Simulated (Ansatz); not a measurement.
# How well the gap of SnWO4 (Pnna) can be computed, part 2 of 2

Wanted: the gap of SnWO4 (Pnna) by functionals, hybrids and G0W0, carried to the basis limit, with what remains uncertain.

Ansatz 0.2.0; density functionals, hybrids, G0W0, plane waves, PAW. Known limits of the many-body steps: not at the basis limit; no spin-orbit coupling; coarse k mesh.

So far. Step 11 (G0W0@r2SCAN, 2×2×2 mesh, 454 empty bands, screening to …): Against the run with 2×2×4 mesh, 454 empty bands, screening to 72 eV, the gap moves by +0.05 eV, while the start moved by +0.04 eV. A band edge is found at another k point on this mesh. Step 12 (G0W0@HSE06, 2×2×4 mesh, 454 empty bands, screening to …): Against the run with 2×2×4 mesh, 454 empty bands, screening to 72 eV on r2SCAN, the gap moves by +0.19 eV, while the start moved by +0.58 eV.

In doubt: masses and optical values from hybrid runs of this build are listed as unsure (step 12), which bears on the screening that GW takes from such a start.

**13. G0W0@r2SCAN, 2×2×4 mesh, 454 empty bands, screening to 72 eV, plasmon pole**

A plasmon pole stands in for the full frequency dependence of the screening; this run shows what that costs in accuracy.

This step: G0W0 on r2SCAN, plane waves, PAW.

Input file input.yaml:

```yaml
crystal:
  lattice:
    - [5.627, 0.0, 0.0]
    - [0.0, 11.6486, 0.0]
    - [0.0, 0.0, 4.9973]
  atoms:
    - { symbol: Sn, position: [0.25, 0.0, 0.2196] }
    - { symbol: Sn, position: [0.25, 0.5, 0.2804] }
    - { symbol: Sn, position: [0.75, 0.0, 0.7804] }
    - { symbol: Sn, position: [0.75, 0.5, 0.7196] }
    - { symbol: W, position: [0.6677, 0.25, 0.25] }
    - { symbol: W, position: [0.8323, 0.75, 0.25] }
    - { symbol: W, position: [0.3323, 0.75, 0.75] }
    - { symbol: W, position: [0.1677, 0.25, 0.75] }
    - { symbol: O, position: [0.3765, 0.2987, 0.9988] }
    - { symbol: O, position: [0.1235, 0.7013, 0.9988] }
    - { symbol: O, position: [0.3765, 0.2013, 0.5012] }
    - { symbol: O, position: [0.1235, 0.7987, 0.5012] }
    - { symbol: O, position: [0.6235, 0.7013, 0.0012] }
    - { symbol: O, position: [0.8765, 0.2987, 0.0012] }
    - { symbol: O, position: [0.6235, 0.7987, 0.4988] }
    - { symbol: O, position: [0.8765, 0.2013, 0.4988] }
    - { symbol: O, position: [0.1019, 0.3961, 0.6037] }
    - { symbol: O, position: [0.3981, 0.6039, 0.6037] }
    - { symbol: O, position: [0.1019, 0.1039, 0.8963] }
    - { symbol: O, position: [0.3981, 0.8961, 0.8963] }
    - { symbol: O, position: [0.8981, 0.6039, 0.3963] }
    - { symbol: O, position: [0.6019, 0.3961, 0.3963] }
    - { symbol: O, position: [0.8981, 0.8961, 0.1037] }
    - { symbol: O, position: [0.6019, 0.1039, 0.1037] }
kpoints:
  mp_grid: { grid: [2, 2, 4] }
hamiltonian:
  xc: r2scan
scf:
  occupations: { method: fixed }
gw:
  n_empty_bands: 454
  ecut_chi: 72
  qp_bands: [v4, c4]
  qp_kpoints: band_edges
  screening: { model: godby_needs }
```

The run is started by

```
> ansatz run input.yaml --threads 24 --pin off --max-ram 82944MiB --backend cuda --events-out ev --progress --plain --runs-dir out --devices 1 --max-vram 78GiB
```

It took 21 s on 1 × NVIDIA GB200 (shared by 2 runs) with 24 threads of Arm Neoverse V2, shared host; peak memory 4.2 GiB.

Numbers from this step:

* bands summed: 558
* plasmon-pole fit frequency: 29.59 eV
* RPA ε∞ on this mesh (eigenvalues): 5.610, 5.828, 6.845
* plane waves in the screening matrix: 461
* G0W0 gap on the mesh: 2.655 eV
* k of the valence top: 0, 0, 0.25
* k of the conduction bottom: 0, 0, 0
* starting gap on the mesh: 1.507 eV
* least direct G0W0 gap on the computed points: 2.722 eV

Against the run with 2×2×4 mesh, 454 empty bands, screening to 72 eV, the gap moves by +0.07 eV.

**14. G0W0@r2SCAN, 2×2×4 mesh, 454 empty bands, screening to 72 eV, hard PAW files**

Other atomic data (hard PAW) test the pseudisation: the cutoff goes from 500 to 1050 eV and the valence electrons from 208 to 296, which opens shells that were frozen.

input.yaml, as its differences from that of step 13:

```diff
@@ -34,2 +34,3 @@
   xc: r2scan
+  pseudopotentials: { kind: paw, source: ansatz }
 scf:
@@ -41,2 +42,2 @@
   qp_kpoints: band_edges
-  screening: { model: godby_needs }
+  screening: { model: contour_deformation }
```

The job ended after 56 s (1 × NVIDIA GB200 (shared by 2 runs) with 24 threads; peak memory 11 GiB; 2.7 min of CPU time).

This step gave:

- bands summed: 602
- RPA ε∞ on this mesh (eigenvalues): 5.608, 5.822, 6.832
- plane waves in the screening matrix: 461
- G0W0 gap on the mesh: 2.620 eV
- k of the valence top: 0, 0, 0.25
- k of the conduction bottom: 0, 0, 0
- starting gap on the mesh: 1.516 eV
- least direct G0W0 gap on the computed points: 2.682 eV

Against the run with 2×2×4 mesh, 454 empty bands, screening to 72 eV, the gap moves by +0.03 eV.

**15. G0W0@LDA, 2×2×4 mesh, 454 empty bands, screening to 72 eV**

This step: G0W0 on LDA, plane waves, PAW.

input.yaml, as its differences from that of step 14:

```diff
@@ -33,4 +33,3 @@
 hamiltonian:
-  xc: r2scan
-  pseudopotentials: { kind: paw, source: ansatz }
+  xc: lda
 scf:
```

Wall time 14 s (1 × NVIDIA GB200 (shared by 2 runs) with 24 threads); peak memory 2.6 GiB; 42 s of CPU time.

Numbers from this step:

| Item | Value |
| --- | --- |
| bands summed | 558 |
| RPA ε∞ on this mesh (eigenvalues) | 6.447, 6.623, 7.909 |
| plane waves in the screening matrix | 461 |
| G0W0 gap on the mesh | 2.479 eV |
| k of the valence top | 0, 0, 0.25 |
| k of the conduction bottom | 0, 0, 0 |
| starting gap on the mesh | 1.353 eV |
| least direct G0W0 gap on the computed points | 2.539 eV |

Against the run with 2×2×4 mesh, 454 empty bands, screening to 72 eV on HSE06, the gap moves by −0.30 eV, while the start moved by −0.73 eV.

**16. The ladder**

Times are wall times on 1 × NVIDIA GB200 (shared by 2 runs) with 24 threads of Arm Neoverse V2, shared host, good to a factor of about two. G0W0 rows are gaps on the mesh, lowered by the amount that the mesh misses the start's edges, a rough step that assumes the same correction there.

```csv
level,gap (eV),least direct gap (eV),time
r2SCAN,1.50,1.56,6.3 s
LDA,1.35,1.42,1.9 s
r2SCAN+SOC,1.47,1.49,8.3 s
HSE06,2.08,2.13,40 s
PBE0,2.79,2.85,35 s
G0W0@r2SCAN (160 empty bands),2.56,-,17 s
G0W0@r2SCAN (454 empty bands),2.59,-,22 s
G0W0@r2SCAN (977 empty bands),2.59,-,62 s
"G0W0@r2SCAN (454 empty bands, 2×2×2)",2.59,-,8.6 s
G0W0@HSE06 (454 empty bands),2.77,-,63 s
"G0W0@r2SCAN (454 empty bands, plasmon pole)",2.65,-,21 s
"G0W0@r2SCAN (454 empty bands, hard PAW)",2.62,-,56 s
G0W0@LDA (454 empty bands),2.48,-,14 s
```

**17. Adding up the best estimate**

```csv
term,eV,running total (eV)
"G0W0 on the mesh, top rung",2.586,2.586
to the limit (rungs level),+0.000,2.586
"spin-orbit change, from r2SCAN",−0.035,2.551
```

Changes that are not added in, each against a run with equal bands and cutoff:

```csv
change,eV
start HSE06,+0.19
plasmon pole in place of full frequency,+0.07
hard PAW files,+0.03
start LDA,−0.11
```

**18. Summary of results**

```json
{
 "r2SCAN gap": "1.50 eV, indirect",
 "HSE06": "2.08 eV",
 "PBE0": "2.79 eV",
 "G0W0, top rung on the mesh": "2.59 eV",
 "best estimate, G0W0@r2SCAN with spin-orbit change": "2.55 eV",
 "GW settings of the top rung": "2×2×4 mesh, 977 empty bands, screening to 120 eV",
 "known limits": "one-shot GW, static lattice; coarse k mesh"
}
```

**Reading.** The best estimate for G0W0@r2SCAN is 2.55 eV, indirect (only 23 meV under the direct gap) by r2SCAN+SOC, against 1.47 eV at the start (both with spin-orbit coupling). The rungs lie within 0.02 eV of each other (2.564, 2.588 and 2.586 eV), no line can be drawn, and the top one is taken as the limit, which leaves about that much open. Of the changes left open the largest, +0.19 eV, comes from starting at HSE06. Among the functionals PBE0 comes nearest: +0.21 eV from the estimate without its spin-orbit term (2.59 eV). The RPA ε∞ on the GW mesh averages 6.1 against 6.5 from perturbation theory, which takes a denser mesh of its own and holds the xc response as well. The coupling also moves a band edge to another k point, so its change of the gap does not carry over to G0W0 exactly. All runs took 6.4 min, 68 % of it in G0W0. The 2×2×4 mesh is coarse for this cell (its supercell is 11 Å along the shortest edge). The RPA ε∞ on it, from the r2SCAN start, is 5.57, 5.78 and 6.80; such meshes misread the long-range screening, most where the gap is narrow.

[Paths, hosts, dates, memory and timing lines, banners, echoed tables and standing remarks are left out of the program output.]

[Logs are printed without paths, hosts, clocks, repeated set-up lines and the standing remarks that a program may print on its own settings, such as how far it seeks lower states.]

[Runs of the session that timed out or met a known fault of the program may be left out.]

[Cells called generated may have been cut or substituted from an entry of the Crystallography Open Database or the Materials Project.]

[Hosts, paths, dates, database ids (printed as entryN), source tags and the programs' standing remarks are cut or masked in the printed files.]
